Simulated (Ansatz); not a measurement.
Consider AlGaAs2 (zincblende [001] superlattice) (P-4m2).

The structure was built from a prototype and need not be the compound's stable phase.

```cif
data_structure
_symmetry_space_group_name_H-M 'P 1'
_symmetry_Int_Tables_number 1
_cell_length_a 4.0130
_cell_length_b 4.0130
_cell_length_c 5.6531
_cell_angle_alpha 90.000
_cell_angle_beta 90.000
_cell_angle_gamma 90.000
_cell_volume 91.04
loop_
_atom_site_label
_atom_site_type_symbol
_atom_site_fract_x
_atom_site_fract_y
_atom_site_fract_z
_atom_site_occupancy
Ga1 Ga 0.00000 0.00000 0.12487 1
As2 As 0.50000 0.00000 0.37511 1
Al3 Al 0.50000 0.50000 0.62482 1
As4 As 0.00000 0.50000 0.87458 1
```

The structure was relaxed with PBEsol. The runs that relaxed it are not among those shown. PAW set soft_1, made with PBE.

Gaps computed with Ansatz 0.2.0 without a self-energy: PBEsol 1.01 eV and HSE06 1.88 eV.

Q: What gap should G0W0 on PBEsol give (4×4×4 mesh, 271 empty bands, screening to 120 eV, default PAW files)?

About 1.78 eV: on its mesh the run moves the gap from 1.00 eV by +0.77 eV. Among the scalar-relativistic levels given, HSE06 is nearest (+0.10 eV). Bands and cutoff are finite, so the gap is not at the basis limit. The miss can reach some tenths of an eV and take either sign; the mesh is an error of its own. The 4×4×4 mesh is coarse for this cell (its supercell is 16 Å along the shortest edge). The RPA ε∞ on it, from the PBEsol start, is 17.15 and 20.54; such meshes misread the long-range screening, most where the gap is narrow. The many-body steps are scalar-relativistic: spin-orbit coupling is not in them.

[Paths, hosts, dates, memory and timing lines, banners, echoed tables and standing remarks are left out of the program output.]

[Logs are printed without paths, hosts, clocks, repeated set-up lines and the standing remarks that a program may print on its own settings, such as how far it seeks lower states.]

[Runs of the session that timed out or met a known fault of the program may be left out.]

[Cells called generated may have been cut or substituted from an entry of the Crystallography Open Database or the Materials Project.]

[Hosts, paths, dates, database ids (printed as entryN), source tags and the programs' standing remarks are cut or masked in the printed files.]
